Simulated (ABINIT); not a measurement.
# A GW chain in ABINIT: CsCu2I3 (Cmcm), part 2 of 3

How does a plane-wave GW calculation on CsCu2I3 (Cmcm) run from the first input to the gap?

ABINIT 10.8.3; LDA and many-body steps on it, plane waves. Known limits of the many-body steps: not at the basis limit; d shell near the gap, gap tends to lie low; no spin-orbit coupling; coarse k mesh.

So far. Step 2 (Ground state): The gap is direct, at Γ.

In doubt: a PseudoDojo file used here is known to give poor structures and forces, which bears on pressures, cells, forces and phonons.

## 3. Bands along the symmetry lines

Level of this step: DFT, LDA, plane waves, norm-conserving pseudopotentials (ABINIT).

The cheap functional maps the bands first; the places of the edges decide which points the dearer methods must see.

The input, run.abi:

```
acell 3*1.0 Angstrom
rprim 
  5.273950000000 -6.586250000000 0.000000000000
  5.273950000000 6.586250000000 0.000000000000
  0.000000000000 0.000000000000 6.097180000000
ntypat 3
znucl 55 29 53
natom 12
typat 1 1 2 2 2 2 3 3 3 3 3 3
xred 
  0.327800000000 0.672200000000 0.250000000000
  0.672200000000 0.327800000000 0.750000000000
  0.851000000000 0.851000000000 0.000000000000
  0.149000000000 0.149000000000 0.500000000000
  0.149000000000 0.149000000000 0.000000000000
  0.851000000000 0.851000000000 0.500000000000
  0.879600000000 0.120400000000 0.250000000000
  0.120400000000 0.879600000000 0.750000000000
  0.836000000000 0.598000000000 0.250000000000
  0.164000000000 0.402000000000 0.750000000000
  0.598000000000 0.836000000000 0.750000000000
  0.402000000000 0.164000000000 0.250000000000
pp_dirpath "pseudos"
pseudos "Cs.upf, Cu.upf, I.upf"
ecut 38
iscf -2
irdden 1
kptopt 0
nkpt 48
kpt 
  0.00000000 0.00000000 0.00000000
  -0.12500000 0.12500000 0.00000000
  -0.25000000 0.25000000 0.00000000
  -0.37500000 0.37500000 0.00000000
  -0.50000000 0.50000000 0.00000000
  -0.47757519 0.52242481 0.00000000
  -0.45515038 0.54484961 0.00000000
  -0.43272558 0.56727442 0.00000000
  -0.41030077 0.58969923 0.00000000
  0.41030077 0.41030077 0.00000000
  0.30772558 0.30772558 0.00000000
  0.20515038 0.20515038 0.00000000
  0.10257519 0.10257519 0.00000000
  0.00000000 0.00000000 0.00000000
  0.00000000 0.00000000 0.12500000
  0.00000000 0.00000000 0.25000000
  0.00000000 0.00000000 0.37500000
  0.00000000 0.00000000 0.50000000
  0.10257519 0.10257519 0.50000000
  0.20515038 0.20515038 0.50000000
  0.30772558 0.30772558 0.50000000
  0.41030077 0.41030077 0.50000000
  -0.41030077 0.58969923 0.50000000
  -0.43272558 0.56727442 0.50000000
  -0.45515038 0.54484961 0.50000000
  -0.47757519 0.52242481 0.50000000
  -0.50000000 0.50000000 0.50000000
  -0.50000000 0.50000000 0.37500000
  -0.50000000 0.50000000 0.25000000
  -0.50000000 0.50000000 0.12500000
  -0.50000000 0.50000000 0.00000000
  0.00000000 0.00000000 0.00000000
  0.00000000 0.12500000 0.00000000
  0.00000000 0.25000000 0.00000000
  0.00000000 0.37500000 0.00000000
  0.00000000 0.50000000 0.00000000
  0.00000000 0.50000000 0.12500000
  0.00000000 0.50000000 0.25000000
  0.00000000 0.50000000 0.37500000
  0.00000000 0.50000000 0.50000000
  0.00000000 0.37500000 0.50000000
  0.00000000 0.25000000 0.50000000
  0.00000000 0.12500000 0.50000000
  0.00000000 0.00000000 0.50000000
  -0.12500000 0.12500000 0.50000000
  -0.25000000 0.25000000 0.50000000
  -0.37500000 0.37500000 0.50000000
  -0.50000000 0.50000000 0.50000000
istwfk *1
nband 75
nbdbuf 2
tolwfr 1e-08
nstep 40
prtwf 0
prtvol 0
indata_prefix "in"
outdata_prefix "out"
tmpdata_prefix "tmp"
```

Launch:

```console
$ OMP_NUM_THREADS=1 mpirun -n 32 abinit run.abi > log
```

Numbers of over 12 decimals in the logs are rounded to 6 here.

Log:

```text
.Version 10.8.3 of ABINIT. v10.8.2 released Aug 2026.

 Symmetries : space group Cm c m (# 63); Bravais oC (1-face-center ortho.)
[... echo of the input left out ...]
== DATASET  1 ==================================================================
-   mpi_nproc: 32, omp_nthreads: 1 (-1 if OMP is not activated)
-    --> not optimal distribution: autoparal keyword recommended in input file <--

--- !DatasetInfo
iteration_state: {dtset: 1, }
dimensions: {natom: 12, nkpt: 48, mband: 75, nsppol: 1, nspinor: 1, nspden: 1, mpw: 32052, }
cutoff_energies: {ecut:  38.0, pawecutdg:  -1.0, }
electrons: {nelect:   1.36000000E+02, charge:   0.00000000E+00, occopt:   1.00000000E+00, tsmear:   1.00000000E-02, }

 Real(R)+Recip(G) space primitive vectors, cartesian coordinates (Bohr,Bohr^-1):
 R(1)=  9.9663211-12.4462087  0.0000000  G(1)=  0.0501690 -0.0401729  0.0000000
 R(2)=  9.9663211 12.4462087  0.0000000  G(2)=  0.0501690  0.0401729  0.0000000
 R(3)=  0.0000000  0.0000000 11.5220003  G(3)=  0.0000000  0.0000000  0.0867905
 Unit cell volume ucvol=  2.8584450E+03 bohr^3
 Angles (23,13,12)=  9.00000000E+01  9.00000000E+01  1.02627889E+02 degrees

 getcut: wavevector=  0.0000  0.0000  0.0000  ngfft=  90  90  64
         ecut(hartree)=     38.000   => boxcut(ratio)=   2.00168

--- Pseudopotential description ------------------------------------------------
- Cs Generated using ONCVPSP code by D. R. Hamann
- 55.00000   9.00000  201201                  znucl, zion, pspdat
12 -1012 3 -1 2328                            pspcod,pspxc,lmax,lloc,mmax
     nproj     2     2     2     2
  pspatm : epsatm=   21.68725381
         --- l  ekb(1:nproj) -->
             0    6.247599    0.778427
             1    6.343167    0.797067
             2    3.778962    0.917083
[...]
pspatm: atomic psp has been read  and splines computed

- Cu Generated using ONCVPSP code by D. R. Hamann
- 29.00000  19.00000  180309                  znucl, zion, pspdat
12 -1012 2 -1 1456                            pspcod,pspxc,lmax,lloc,mmax
     nproj     2     2     2     0
  pspatm : epsatm=   21.75811831
         --- l  ekb(1:nproj) -->
[...]
pspatm: atomic psp has been read  and splines computed

- I Generated using ONCVPSP code by D. R. Hamann
- 53.00000   7.00000  180309                  znucl, zion, pspdat
12 -1012 2 -1 1182                            pspcod,pspxc,lmax,lloc,mmax
     nproj     2     2     2     0
  pspatm : epsatm=   17.18700033
         --- l  ekb(1:nproj) -->
[...]
pspatm: atomic psp has been read  and splines computed

--------------------------------------------------------------------------------

================================================================================
 prteigrs : about to open file out_EIG
 Non-SCF case, kpt    1 (  0.00000  0.00000  0.00000), residuals and eigenvalues=
[...]
9.0207E-02  9.0207E-02  2.3500E-01  2.3500E-01  2.4253E-01  2.4253E-01
[...]
--- !ResultsGS
iteration_state: {dtset: 1, }
comment   : Summary of ground state results
lattice_vectors:
- [  9.9663211, -12.4462087,   0.0000000, ]
- [  9.9663211,  12.4462087,   0.0000000, ]
- [  0.0000000,   0.0000000,  11.5220003, ]
lattice_lengths: [  15.94477,   15.94477,   11.52200, ]
lattice_angles: [ 90.000,  90.000, 102.628, ] # degrees, (23, 13, 12)
lattice_volume:   2.8584450E+03
convergence: {deltae:  0.000E+00, res2:  0.000E+00, residm:  9.994E-09, diffor:  0.000E+00, }
etotal    :  -8.83046991E+02
entropy   :   0.00000000E+00
fermie    :   1.02277774E-01
cartesian_stress_tensor: null
pressure_GPa: null
xred      :
- [  3.2780E-01,   6.7220E-01,   2.5000E-01, Cs]
- [  6.7220E-01,   3.2780E-01,   7.5000E-01, Cs]
- [  8.5100E-01,   8.5100E-01,   0.0000E+00, Cu]
- [  1.4900E-01,   1.4900E-01,   5.0000E-01, Cu]
- [  1.4900E-01,   1.4900E-01,   0.0000E+00, Cu]
- [  8.5100E-01,   8.5100E-01,   5.0000E-01, Cu]
- [  8.7960E-01,   1.2040E-01,   2.5000E-01,  I]
- [  1.2040E-01,   8.7960E-01,   7.5000E-01,  I]
- [  8.3600E-01,   5.9800E-01,   2.5000E-01,  I]
- [  1.6400E-01,   4.0200E-01,   7.5000E-01,  I]
- [  5.9800E-01,   8.3600E-01,   7.5000E-01,  I]
- [  4.0200E-01,   1.6400E-01,   2.5000E-01,  I]
cartesian_forces: null
force_length_stats: {min: null, max: null, mean: null, }

 Integrated electronic density in atomic spheres:
 ------------------------------------------------
 Atom  Sphere_radius  Integrated_density
[...]
================================================================================

 ----iterations are completed or convergence reached----

 Mean square residual over all n,k,spin=   66.106E-10; max=  99.944E-10
 reduced coordinates (array xred) for   12 atoms
[...]
cartesian coordinates (angstrom) at end:
    1      5.273950     2.268305     1.524295
    2      5.273950    -2.268305     4.572885
    3      8.976263    -0.000000     0.000000
[...]
11      7.562844     1.567527     4.572885
   12      2.985056    -1.567527     1.524295
 length scales=  1.889726125908  1.889726125908  1.889726125908 bohr
              =  1.000000000000  1.000000000000  1.000000000000 angstroms
 prteigrs : about to open file out_EIG
 Eigenvalues (hartree) for nkpt=  48  k points:
 kpt#   1, nband= 75, wtk=  1.00000, kpt=  0.0000  0.0000  0.0000 (reduced coord)
[...]
kpt#   2, nband= 75, wtk=  1.00000, kpt= -0.1250  0.1250  0.0000 (reduced coord)
[...]
kpt#   3, nband= 75, wtk=  1.00000, kpt= -0.2500  0.2500  0.0000 (reduced coord)
[...]
kpt#  47, nband= 75, wtk=  1.00000, kpt= -0.3750  0.3750  0.5000 (reduced coord)
[...]
0.24777    0.24777    0.25600
 kpt#  48, nband= 75, wtk=  1.00000, kpt= -0.5000  0.5000  0.5000 (reduced coord)
[...]
0.06508    0.06508    0.06538    0.06538    0.07284    0.07284    0.07427    0.07427
   0.08539    0.08539    0.09021    0.09021    0.23500    0.23500    0.24253    0.24253
   0.24795    0.24795    0.25575

== END DATASET(S) ==============================================================
================================================================================

 -outvars: echo values of variables after computation  --------
            nband          75
             nkpt          48
          spgroup          63
 [... the other variables as echoed above ...]

 Calculation completed.
```

It took 11 min on 32 MPI ranks of AMD EPYC 7R43, shared host; peak memory 5.9 GiB; 5.5 h of CPU time.

Numbers from this step:

```yaml
gap: 1.751 eV
k_of_the_valence_top: 0, 0, 0
k_of_the_conduction_bottom: 0, 0, 0
least_direct_gap: 1.751 eV
```

The gap is 1.751 eV, as in the run before at this level.

Electronic bands along the path, in eV, zero at the top of the highest filled band:

```
     point  band 65  band 66  band 67  band 68  band 69  band 70  band 71  band 72
         Γ    -0.67    -0.21    -0.19     0.00     1.75     2.88     2.96     2.97
   halfway    -0.70    -0.56    -0.20    -0.12     2.47     2.99     3.19     3.24
         Y    -0.75    -0.73    -0.25    -0.21     3.01     3.22     3.40     3.49
   halfway    -0.75    -0.70    -0.26    -0.22     3.01     3.23     3.39     3.52
        C0    -0.75    -0.65    -0.26    -0.23     3.02     3.24     3.37     3.59
jump to Σ0    -0.75    -0.65    -0.26    -0.23     3.02     3.24     3.37     3.59
   halfway    -0.60    -0.36    -0.27    -0.24     2.52     3.00     3.18     3.30
         Γ    -0.67    -0.21    -0.19     0.00     1.75     2.88     2.96     2.97
   halfway    -0.57    -0.41    -0.26    -0.11     2.44     2.75     3.08     3.12
         Z    -0.41    -0.41    -0.37    -0.37     2.54     2.54     2.80     2.80
   halfway    -0.47    -0.47    -0.38    -0.38     2.92     2.92     3.09     3.09
        A0    -0.48    -0.48    -0.33    -0.33     3.57     3.57     3.65     3.65
jump to E0    -0.48    -0.48    -0.33    -0.33     3.57     3.57     3.65     3.65
   halfway    -0.46    -0.46    -0.33    -0.33     3.60     3.60     3.76     3.76
         T    -0.46    -0.46    -0.33    -0.33     3.61     3.61     3.82     3.82
   halfway    -0.70    -0.65    -0.34    -0.22     3.36     3.45     3.50     3.95
         Y    -0.75    -0.73    -0.25    -0.21     3.01     3.22     3.40     3.49
 jump to Γ    -0.67    -0.21    -0.19     0.00     1.75     2.88     2.96     2.97
   halfway    -0.59    -0.43    -0.22    -0.09     2.24     3.02     3.09     3.12
         S    -0.67    -0.50    -0.26    -0.11     2.83     3.11     3.19     3.21
   halfway    -0.53    -0.52    -0.23    -0.18     2.61     3.04     3.16     3.37
         R    -0.42    -0.42    -0.38    -0.38     2.97     2.97     3.43     3.43
   halfway    -0.45    -0.45    -0.38    -0.38     2.76     2.76     3.06     3.06
         Z    -0.41    -0.41    -0.37    -0.37     2.54     2.54     2.80     2.80
   halfway    -0.42    -0.42    -0.40    -0.40     3.04     3.04     3.30     3.30
         T    -0.46    -0.46    -0.33    -0.33     3.61     3.61     3.82     3.82
```

## 4. Empty states on the mesh, 1×1×2 mesh, 382 bands

The sums over transitions need many empty states on a uniform mesh; this step solves for them.

The input, run.abi:

```
acell 3*1.0 Angstrom
rprim 
  5.273950000000 -6.586250000000 0.000000000000
  5.273950000000 6.586250000000 0.000000000000
  0.000000000000 0.000000000000 6.097180000000
ntypat 3
znucl 55 29 53
natom 12
typat 1 1 2 2 2 2 3 3 3 3 3 3
xred 
  0.327800000000 0.672200000000 0.250000000000
  0.672200000000 0.327800000000 0.750000000000
  0.851000000000 0.851000000000 0.000000000000
  0.149000000000 0.149000000000 0.500000000000
  0.149000000000 0.149000000000 0.000000000000
  0.851000000000 0.851000000000 0.500000000000
  0.879600000000 0.120400000000 0.250000000000
  0.120400000000 0.879600000000 0.750000000000
  0.836000000000 0.598000000000 0.250000000000
  0.164000000000 0.402000000000 0.750000000000
  0.598000000000 0.836000000000 0.750000000000
  0.402000000000 0.164000000000 0.250000000000
pp_dirpath "pseudos"
pseudos "Cs.upf, Cu.upf, I.upf"
ecut 38
ngkpt 1 1 2
nshiftk 1
shiftk 0 0 0
kptopt 1
chksymbreak 0
iscf -2
irdden 1
istwfk *1
nband 382
nbdbuf 34
tolwfr 1e-09
nstep 60
prtvol 0
indata_prefix "in"
outdata_prefix "out"
tmpdata_prefix "tmp"
```

Log:

```text
.Version 10.8.3 of ABINIT. v10.8.2 released Aug 2026.

 Symmetries : space group Cm c m (# 63); Bravais oC (1-face-center ortho.)
[... echo of the input left out ...]
== DATASET  1 ==================================================================
-   mpi_nproc: 32, omp_nthreads: 1 (-1 if OMP is not activated)
-    --> not optimal distribution: autoparal keyword recommended in input file <--

--- !DatasetInfo
iteration_state: {dtset: 1, }
dimensions: {natom: 12, nkpt: 2, mband: 382, nsppol: 1, nspinor: 1, nspden: 1, mpw: 32052, }
cutoff_energies: {ecut:  38.0, pawecutdg:  -1.0, }
electrons: {nelect:   1.36000000E+02, charge:   0.00000000E+00, occopt:   1.00000000E+00, tsmear:   1.00000000E-02, }

 Real(R)+Recip(G) space primitive vectors, cartesian coordinates (Bohr,Bohr^-1):
 R(1)=  9.9663211-12.4462087  0.0000000  G(1)=  0.0501690 -0.0401729  0.0000000
 R(2)=  9.9663211 12.4462087  0.0000000  G(2)=  0.0501690  0.0401729  0.0000000
 R(3)=  0.0000000  0.0000000 11.5220003  G(3)=  0.0000000  0.0000000  0.0867905
 Unit cell volume ucvol=  2.8584450E+03 bohr^3
 Angles (23,13,12)=  9.00000000E+01  9.00000000E+01  1.02627889E+02 degrees

 getcut: wavevector=  0.0000  0.0000  0.0000  ngfft=  90  90  64
         ecut(hartree)=     38.000   => boxcut(ratio)=   2.00168

--- Pseudopotential description ------------------------------------------------
- Cs Generated using ONCVPSP code by D. R. Hamann
- 55.00000   9.00000  201201                  znucl, zion, pspdat
12 -1012 3 -1 2328                            pspcod,pspxc,lmax,lloc,mmax
     nproj     2     2     2     2
  pspatm : epsatm=   21.68725381
         --- l  ekb(1:nproj) -->
             0    6.247599    0.778427
             1    6.343167    0.797067
             2    3.778962    0.917083
[...]
pspatm: atomic psp has been read  and splines computed

- Cu Generated using ONCVPSP code by D. R. Hamann
- 29.00000  19.00000  180309                  znucl, zion, pspdat
12 -1012 2 -1 1456                            pspcod,pspxc,lmax,lloc,mmax
     nproj     2     2     2     0
  pspatm : epsatm=   21.75811831
         --- l  ekb(1:nproj) -->
[...]
pspatm: atomic psp has been read  and splines computed

- I Generated using ONCVPSP code by D. R. Hamann
- 53.00000   7.00000  180309                  znucl, zion, pspdat
12 -1012 2 -1 1182                            pspcod,pspxc,lmax,lloc,mmax
     nproj     2     2     2     0
  pspatm : epsatm=   17.18700033
         --- l  ekb(1:nproj) -->
[...]
pspatm: atomic psp has been read  and splines computed

--------------------------------------------------------------------------------

================================================================================
 prteigrs : about to open file out_EIG
 Non-SCF case, kpt    1 (  0.00000  0.00000  0.00000), residuals and eigenvalues=
[...]
-3.9555E+00 -3.9555E+00 -3.9555E+00 -3.9555E+00 -2.4069E+00 -2.4069E+00
 -2.4066E+00 -2.4066E+00 -2.4063E+00 -2.4063E+00 -2.4063E+00 -2.4063E+00
[...]
1.5915E+00  1.6017E+00  1.6031E+00  1.6081E+00  1.6114E+00  1.6177E+00
  1.6253E+00  1.6277E+00  1.6324E+00  1.6457E+00
 prteigrs : prtvol=0 or 1, do not print more k-points.

--- !ResultsGS
iteration_state: {dtset: 1, }
comment   : Summary of ground state results
lattice_vectors:
- [  9.9663211, -12.4462087,   0.0000000, ]
- [  9.9663211,  12.4462087,   0.0000000, ]
- [  0.0000000,   0.0000000,  11.5220003, ]
lattice_lengths: [  15.94477,   15.94477,   11.52200, ]
lattice_angles: [ 90.000,  90.000, 102.628, ] # degrees, (23, 13, 12)
lattice_volume:   2.8584450E+03
convergence: {deltae:  0.000E+00, res2:  0.000E+00, residm:  9.974E-10, diffor:  0.000E+00, }
etotal    :  -8.83046991E+02
entropy   :   0.00000000E+00
fermie    :   1.02277774E-01
cartesian_stress_tensor: null
pressure_GPa: null
xred      :
- [  3.2780E-01,   6.7220E-01,   2.5000E-01, Cs]
- [  6.7220E-01,   3.2780E-01,   7.5000E-01, Cs]
- [  8.5100E-01,   8.5100E-01,   0.0000E+00, Cu]
- [  1.4900E-01,   1.4900E-01,   5.0000E-01, Cu]
- [  1.4900E-01,   1.4900E-01,   0.0000E+00, Cu]
- [  8.5100E-01,   8.5100E-01,   5.0000E-01, Cu]
- [  8.7960E-01,   1.2040E-01,   2.5000E-01,  I]
- [  1.2040E-01,   8.7960E-01,   7.5000E-01,  I]
- [  8.3600E-01,   5.9800E-01,   2.5000E-01,  I]
- [  1.6400E-01,   4.0200E-01,   7.5000E-01,  I]
- [  5.9800E-01,   8.3600E-01,   7.5000E-01,  I]
- [  4.0200E-01,   1.6400E-01,   2.5000E-01,  I]
cartesian_forces: null
force_length_stats: {min: null, max: null, mean: null, }

 Integrated electronic density in atomic spheres:
 ------------------------------------------------
 Atom  Sphere_radius  Integrated_density
[...]
================================================================================

 ----iterations are completed or convergence reached----

 Mean square residual over all n,k,spin=   53.487E-11; max=  99.736E-11
 reduced coordinates (array xred) for   12 atoms
[...]
0.598000000000      0.836000000000      0.750000000000
       0.402000000000      0.164000000000      0.250000000000

 cartesian coordinates (angstrom) at end:
    1      5.273950     2.268305     1.524295
    2      5.273950    -2.268305     4.572885
[...]
11      7.562844     1.567527     4.572885
   12      2.985056    -1.567527     1.524295
 length scales=  1.889726125908  1.889726125908  1.889726125908 bohr
              =  1.000000000000  1.000000000000  1.000000000000 angstroms
 prteigrs : about to open file out_EIG
 Eigenvalues (hartree) for nkpt=   2  k points:
 kpt#   1, nband=382, wtk=  0.50000, kpt=  0.0000  0.0000  0.0000 (reduced coord)
[...]
1.55133    1.55403    1.55633    1.55914    1.55964    1.56328    1.56520    1.58050
   1.58191    1.58335    1.58725    1.59069    1.59153    1.60168    1.60312    1.60805
   1.61138    1.61772    1.62535    1.62770    1.63236    1.64571
 prteigrs : prtvol=0 or 1, do not print more k-points.

== END DATASET(S) ==============================================================
================================================================================

 -outvars: echo values of variables after computation  --------
            nband         382
             nkpt           2
          spgroup          63
 [... the other variables as echoed above ...]

 Calculation completed.
```

The job ended after 22 min (32 MPI ranks; peak memory 4 GiB).

This step gave:

```
gap                                                           : 1.751 eV
k of the valence top                                          : 0, 0, 0
k of the conduction bottom                                    : 0, 0, 0
least direct gap                                              : 1.751 eV
k points computed                                             : 2
lowest point of the top converged band, above the valence top : 37.89 eV
```

On this mesh the gap is 1.751 eV.

[end of part 2 of 3]

[Paths, hosts, dates, memory and timing lines, banners, echoed tables and standing remarks are left out of the program output.]

[Logs are printed without paths, hosts, clocks, repeated set-up lines and the standing remarks that a program may print on its own settings, such as how far it seeks lower states.]

[Runs of the session that timed out or met a known fault of the program may be left out.]

[Hosts, paths, dates, database ids (printed as entryN), source tags and the programs' standing remarks are cut or masked in the printed files.]

[G0W0 gaps are taken among the corrected bands and points alone; a level outside them can change the order at an edge.]

[Where Ansatz stands beside ABINIT at settings called matched, ABINIT's density can come from a denser mesh and the files from another edition; pairs whose starting gaps differed by over 0.03 eV were left out, so agreement reads better than it is.]
